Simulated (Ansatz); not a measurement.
# Phonons of Ca3TlN (Pm-3m) against volume

Wanted: mode Grüneisen parameters of Ca3TlN (Pm-3m).

Method: DFT PBEsol, scalar-relativistic, plane waves, PAW; PAW set soft_1, in Ansatz 0.2.0.

This is a report of a sequence of runs, with the program logs left out and the cost of each run kept.

### 1. The system as given

It takes space group Pm-3m (No. 221, cubic). The conventional cell has a = 4.875 Å, b = 4.875 Å, c = 4.875 Å, α = 90.00°, β = 90.00°, γ = 90.00°. Nearest to Ca lie 2 N at 2.44 Å. Nearest to Tl lie 12 Ca at 3.45 Å. Nearest to N lie 6 Ca at 2.44 Å. Farther neighbours, and contacts between anions beyond the nearest, are not listed.

### 2. The dispersion

Stability and thermal properties need the whole zone. Linear response on a 2×2×2 q mesh gives force constants as far as a supercell of that size would.

The input, input.yaml:

```yaml
crystal:
  lattice:
    - [4.8747400695, 0.0, 0.0]
    - [0.0, 4.8747400695, 0.0]
    - [0.0, 0.0, 4.8747400695]
  atoms:
    - { symbol: Ca, position: [0.5, 0.5, 0.0] }
    - { symbol: Ca, position: [0.5, 0.0, 0.5] }
    - { symbol: Ca, position: [0.0, 0.5, 0.5] }
    - { symbol: Tl, position: [0.0, 0.0, 0.0] }
    - { symbol: "N", position: [0.5, 0.5, 0.5] }
kpoints:
  mp_grid: { grid: [8, 8, 8] }
hamiltonian:
  xc: pbesol
  pseudopotentials: { kind: paw, azcp: { folder: soft_1 }, xc_functional: pbe }
scf:
  occupations: { method: methfessel_paxton, width: 0.2 }
output:
  eigenvalues: true
phonons:
  method: dfpt
  qmesh: [2, 2, 2]
  temperatures: { t_max: 1000, t_step: 50 }
  qpath:
    path:
      - [[0.0, 0.0, 0.0], [0.0, 0.5, 0.0], [0.5, 0.5, 0.0], [0.0, 0.0, 0.0], [0.5, 0.5, 0.5], [0.0, 0.5, 0.0]]
      - [[0.5, 0.5, 0.5], [0.5, 0.5, 0.0]]
    npoints: 10
```

Command:

```bash
ansatz run input.yaml --threads 4 --pin off --max-ram 10240MiB --backend cpu --events-out ev --progress --plain --runs-dir out
```

It took 4.6 min on 4 threads of Arm Neoverse V1, shared host; peak memory 1.4 GiB.

Numbers from this step:

```yaml
volume_per_atom: 23.17 Å³
gap_on_the_k_mesh: 0 eV
sum_rule_residual_before_enforcement: 4.34e-5 eV/Å²
lowest_frequency_on_the_path: 0 cm⁻¹
point_group: m-3m
highest_frequency_on_path_mesh_or_solved_points: 365.2 cm⁻¹
mean_frequency: 173.8 cm⁻¹
debye_temperature_second_moment: 366 K
logarithmic_mean_frequency: 145.9 cm⁻¹
highest_optical_mode_at_the_zone_centre_no_lo_to_term: 282.9 cm⁻¹
lowest_optical_zone_centre_mode: 90.4 cm⁻¹
lowest_mode_on_the_q_mesh_acoustic_modes_at_gamma_apart: 52.1 cm⁻¹
zero_point_energy_per_atom: 32.33 meV
heat_capacity_at_300_k: 23.23 J/(mol atoms K)
vibrational_entropy_at_300_k: 34.75 J/(mol atoms K)
edges_of_the_widest_gap_between_branches_on_path_and_mesh: 57.5, 76.3 cm⁻¹
```

Frequencies (cm⁻¹) solved at each irreducible wavevector; negative means imaginary. Frequencies by wavevector, by row:

```
q in reciprocal lattice units  star  mode 1  mode 2  mode 3  mode 4  mode 13  mode 14  mode 15
                        0 0 0     1       0       0       0    90.4    282.9    282.9    282.9
                     0 0 -0.5     3    54.3    54.3    57.4   111.5    268.7    268.7    351.2
                  0 -0.5 -0.5     3    53.1    53.1    57.5    84.8    282.6    365.2    365.2
               -0.5 -0.5 -0.5     1    52.1    52.1    52.1    76.3      341      341      341
```

Symmetry leaves 4 wavevectors to solve. The lowest mode among them, the acoustic zeros apart, lies at q = (-0.5, -0.5, -0.5) and is real, 52.1 cm⁻¹.

### 3. Relaxing at another volume, volume ratio 0.97

The volume is scaled by 0.97 and held; symmetry leaves nothing to relax, so this is a single point. The modes can then be followed against volume.

input.yaml, the sections that differ from step 2:

```yaml
crystal:
  lattice:
    - [4.8254969041, 0.0, 0.0]
    - [0.0, 4.8254969041, 0.0]
    - [0.0, 0.0, 4.8254969041]
  atoms:
    - { symbol: Ca, position: [0.5, 0.5, 0.0] }
    - { symbol: Ca, position: [0.5, 0.0, 0.5] }
    - { symbol: Ca, position: [0.0, 0.5, 0.5] }
    - { symbol: Tl, position: [0.0, 0.0, 0.0] }
    - { symbol: "N", position: [0.5, 0.5, 0.5] }
output:
  forces: true
  stress: true
  eigenvalues: true
# kpoints, hamiltonian, scf: as in step 2
# phonons: removed
```

The job ended after 2.4 s (4 threads; peak memory 0.44 GiB).

Numbers from this step:

```yaml
pressure: 1.715 GPa
volume_per_atom: 22.47 Å³
```

The run ends at a pressure of 1.72 GPa.

### 4. Phonons at the other volume, volume ratio 0.97

The phonons are repeated at this volume on the same meshes, so that differences come from the volume alone.

input.yaml: that of step 3 with these lines changed.

```diff
@@ -19,4 +19,11 @@
 output:
-  forces: true
-  stress: true
   eigenvalues: true
+phonons:
+  method: dfpt
+  qmesh: [2, 2, 2]
+  temperatures: { t_max: 1000, t_step: 50 }
+  qpath:
+    path:
+      - [[0.0, 0.0, 0.0], [0.0, 0.5, 0.0], [0.5, 0.5, 0.0], [0.0, 0.0, 0.0], [0.5, 0.5, 0.5], [0.0, 0.5, 0.0]]
+      - [[0.5, 0.5, 0.5], [0.5, 0.5, 0.0]]
+    npoints: 10
```

It took 4.6 min on 4 threads; peak memory 1.4 GiB; 18 min of CPU time.

Numbers from this step:

| Item | Value |
| --- | --- |
| sum-rule residual before enforcement | 3.97e-5 eV/Å² |
| highest frequency on path, mesh or solved points | 382.3 cm⁻¹ |
| mean frequency | 181.8 cm⁻¹ |
| Debye temperature (second moment) | 384 K |
| logarithmic mean frequency | 152.2 cm⁻¹ |
| highest optical mode at the zone centre (no LO-TO term) | 296.5 cm⁻¹ |
| lowest optical zone-centre mode | 95.45 cm⁻¹ |
| lowest mode on the q mesh (acoustic modes at Γ apart) | 54.27 cm⁻¹ |
| zero-point energy per atom | 33.8 meV |
| heat capacity at 300 K | 23.07 J/(mol atoms K) |
| vibrational entropy at 300 K | 33.78 J/(mol atoms K) |
| edges of the widest gap between branches, on path and mesh | 60.7, 77 cm⁻¹ |

Frequencies (cm⁻¹) solved at each irreducible wavevector; negative means imaginary. Frequencies by wavevector, by row:

```
q in reciprocal lattice units  star  mode 1  mode 2  mode 3  mode 4  mode 13  mode 14  mode 15
                        0 0 0     1       0       0       0    95.5    296.5    296.5    296.5
                     0 0 -0.5     3    56.9    56.9    60.4   114.5    290.1    290.1    367.4
                  0 -0.5 -0.5     3    55.5    55.5    60.6    86.9    303.5    382.3    382.3
               -0.5 -0.5 -0.5     1    54.3    54.3    54.3      77    358.8    358.8    358.8
```

The highest optical mode at the zone centre (no LO-TO term) is 296.5 cm⁻¹, +13.6 cm⁻¹ against the base run.

### 5. Relaxing at another volume, volume ratio 1.03

The volume is scaled by 1.03 and held; symmetry leaves nothing to relax, so this is a single point. The modes can then be followed against volume.

input.yaml, the sections that differ from step 4:

```yaml
crystal:
  lattice:
    - [4.9230079618, 0.0, 0.0]
    - [0.0, 4.9230079618, 0.0]
    - [0.0, 0.0, 4.9230079618]
  atoms:
    - { symbol: Ca, position: [0.5, 0.5, 0.0] }
    - { symbol: Ca, position: [0.5, 0.0, 0.5] }
    - { symbol: Ca, position: [0.0, 0.5, 0.5] }
    - { symbol: Tl, position: [0.0, 0.0, 0.0] }
    - { symbol: "N", position: [0.5, 0.5, 0.5] }
output:
  forces: true
  stress: true
  eigenvalues: true
# kpoints, hamiltonian, scf: as in step 4
# phonons: removed
```

Elapsed: 2.5 s, on 4 threads; peak memory 0.45 GiB.

Numbers from this step:

```
pressure        : -1.447 GPa
volume per atom : 23.86 Å³
```

The run ends at a pressure of -1.45 GPa.

### 6. Phonons at the other volume, volume ratio 1.03

input.yaml: that of step 5 with these lines changed.

```diff
@@ -19,4 +19,11 @@
 output:
-  forces: true
-  stress: true
   eigenvalues: true
+phonons:
+  method: dfpt
+  qmesh: [2, 2, 2]
+  temperatures: { t_max: 1000, t_step: 50 }
+  qpath:
+    path:
+      - [[0.0, 0.0, 0.0], [0.0, 0.5, 0.0], [0.5, 0.5, 0.0], [0.0, 0.0, 0.0], [0.5, 0.5, 0.5], [0.0, 0.5, 0.0]]
+      - [[0.5, 0.5, 0.5], [0.5, 0.5, 0.0]]
+    npoints: 10
```

It took 4.7 min on 4 threads; peak memory 1.4 GiB; 19 min of CPU time.

Numbers from this step:

```
sum-rule residual before enforcement                       : 4.16e-5 eV/Å²
highest frequency on path, mesh or solved points           : 348.9 cm⁻¹
mean frequency                                             : 166.1 cm⁻¹
Debye temperature (second moment)                          : 349 K
logarithmic mean frequency                                 : 139.7 cm⁻¹
highest optical mode at the zone centre (no LO-TO term)    : 274.0 cm⁻¹
lowest optical zone-centre mode                            : 85.55 cm⁻¹
lowest mode on the q mesh (acoustic modes at Γ apart)      : 49.94 cm⁻¹
zero-point energy per atom                                 : 30.89 meV
heat capacity at 300 K                                     : 23.37 J/(mol atoms K)
vibrational entropy at 300 K                               : 35.76 J/(mol atoms K)
edges of the widest gap between branches, on path and mesh : 54.6, 75.7 cm⁻¹
```

Frequencies (cm⁻¹) solved at each irreducible wavevector; negative means imaginary. Frequencies by wavevector, by row:

```
q in reciprocal lattice units  star  mode 1  mode 2  mode 3  mode 4  mode 13  mode 14  mode 15
                        0 0 0     1       0       0       0    85.5      274      274      274
                     0 0 -0.5     3    51.7    51.7    54.6   108.5      251      251    335.9
                  0 -0.5 -0.5     3    50.8    50.8    54.5    82.7      264    348.9    348.9
               -0.5 -0.5 -0.5     1    49.9    49.9    49.9    75.7      324      324      324
```

The highest optical mode at the zone centre (no LO-TO term) is 274.0 cm⁻¹, -8.9 cm⁻¹ against the base run.

### 7. Grüneisen parameters

The Grüneisen parameter of a mode is minus the logarithmic change of its frequency with volume, −d ln ω / d ln V; weighted by heat capacity it gives the expansion.

This step gave:

* bulk modulus: 52.7 GPa

Phonon branches along the path, in cm⁻¹:

```
    point  branch 1  branch 2  branch 3  branch 4  branch 12  branch 13  branch 14  branch 15
        Γ         0         0         0        90        237        283        283        283
  halfway        42        42        49       100        232        275        275        316
        X        54        54        57       112        227        269        269        351
  halfway        53        55        56       112        246        276        320        358
        M        53        53        58        85        256        283        365        365
  halfway        44        51        55       110        243        275        318        318
        Γ         0         0         0        90        237        283        283        283
  halfway        49        49        56       107        261        317        317        318
        R        52        52        52        76        315        341        341        341
  halfway        54        54        54       108        272        316        317        356
        X        54        54        57       112        227        269        269        351
jump to R        52        52        52        76        315        341        341        341
  halfway        53        53        55        81        290        314        354        354
        M        53        53        58        85        256        283        365        365
```

The same for volume x 0.97:

```
point  branch 1  branch 2  branch 3  branch 4  branch 12  branch 13  branch 14  branch 15
    Γ         0         0         0        96        251        296        296        296
    X        57        57        60       114        241        290        290        367
    M        56        56        61        87        269        304        382        382
    Γ         0         0         0        96        251        296        296        296
    R        54        54        54        77        328        359        359        359
    X        57        57        60       114        241        290        290        367
    R        54        54        54        77        328        359        359        359
    M        56        56        61        87        269        304        382        382
```

The same for volume x 1.03:

```
point  branch 1  branch 2  branch 3  branch 4  branch 12  branch 13  branch 14  branch 15
    Γ         0         0         0        86        218        274        274        274
    X        52        52        55       108        214        251        251        336
    M        51        51        54        83        243        264        349        349
    Γ         0         0         0        86        218        274        274        274
    R        50        50        50        76        302        324        324        324
    X        52        52        55       108        214        251        251        336
    R        50        50        50        76        302        324        324        324
    M        51        51        54        83        243        264        349        349
```

Mode Grueneisen parameter -dln(w)/dln(V), modes matched by rank; at Γ the acoustic branches take the value of a neighbouring point of the path. Mode grüneisen parameters along the path, in :

```
    point  branch 1  branch 2  branch 3  branch 4  branch 12  branch 13  branch 14  branch 15
        Γ      0.67      0.67      1.79      1.84       2.31       1.31       1.31       1.31
  halfway      1.12      1.12      1.62      1.36       1.79       1.81       1.81       1.55
        X      1.60      1.60      1.68      0.90       2.00       2.41       2.41       1.49
  halfway      1.49      1.59      1.70      0.88       1.63       2.37       1.76       1.51
        M      1.47      1.47      1.80      0.83       1.68       2.32       1.52       1.52
  halfway      1.35      1.48      1.72      1.87       1.57       2.11       1.65       1.68
        Γ      1.62      0.60      1.43      1.84       2.31       1.31       1.31       1.31
  halfway      1.39      1.39      1.83      1.58       1.35       1.73       1.73       1.80
        R      1.41      1.41      1.41      0.28       1.39       1.70       1.70       1.70
  halfway      1.59      1.46      1.55      1.16       1.34       1.81       1.89       1.55
        X      1.60      1.60      1.68      0.90       2.00       2.41       2.41       1.49
jump to R      1.41      1.41      1.41      0.28       1.39       1.70       1.70       1.70
  halfway      1.46      1.46      1.58      0.60       1.34       1.98       1.60       1.60
        M      1.47      1.47      1.80      0.83       1.68       2.32       1.52       1.52
```

(dS/dlnV)/C_V. The thermodynamic Grueneisen parameter by temperature:

```
temperature (K)  thermodynamic Grueneisen parameter
             50                                1.36
            100                                1.37
            150                                1.40
            200                                1.41
            250                                1.42
            300                                1.42
            350                                1.42
            400                                1.42
            450                                1.42
            500                                1.43
            550                                1.43
            600                                1.43
            650                                1.43
            700                                1.43
            750                                1.43
            800                                1.43
            850                                1.43
            900                                1.43
            950                                1.43
           1000                                1.43
```

Gamma C_V/(B V) at the static volume. The volume expansion by temperature:

```
temperature (K)  volume expansion (1e-6/K)
             50                       14.5
            100                       28.7
            150                       36.8
            200                       41.0
            250                       43.4
            300                       44.8
            350                       45.7
            400                       46.3
            450                       46.8
            500                       47.1
            550                       47.3
            600                       47.5
            650                       47.7
            700                       47.8
            750                       47.9
            800                       48.0
            850                         48
            900                       48.1
            950                       48.1
           1000                       48.1
```

### 8. Results

```yaml
bulk_modulus: 52.7 GPa
thermodynamic_grueneisen_parameter_at_300_k: 1.419
volume_expansion_at_300_k_estimated: 44.82 × 10⁻⁶ K⁻¹
```

What this shows: By this estimate the volume grows by 44.8 × 10⁻⁶ per kelvin at 300 K. The highest optical mode at Γ goes from 296 to 274 cm⁻¹ as the cell grows, a Grüneisen parameter of 1.31. Mode parameters on the path run from 0.28 to 3.0, with a median of 1.5. Branches are matched by rank, so values near crossings are rough. The expansion is the Grüneisen estimate at the static volume, with the static bulk modulus. With no gap, or one that is small against the smearing, the frequencies hang on the k mesh and the smearing, most of all near Kohn anomalies. Spin-orbit coupling is left out, which can matter for the heavy elements here. The PAW files were made for PBE and serve the other functionals too.

[Long decimals in the printed logs are rounded to 6 places.]

[Logs are printed without paths, hosts, clocks, repeated set-up lines and the standing remarks that a program may print on its own settings, such as how far it seeks lower states.]

[Hosts, paths, dates, database ids (printed as entryN), source tags and the programs' standing remarks are cut or masked in the printed files.]

[Where the starting crystal was built by hand or by swapping elements, it need not be the compound's stable phase.]
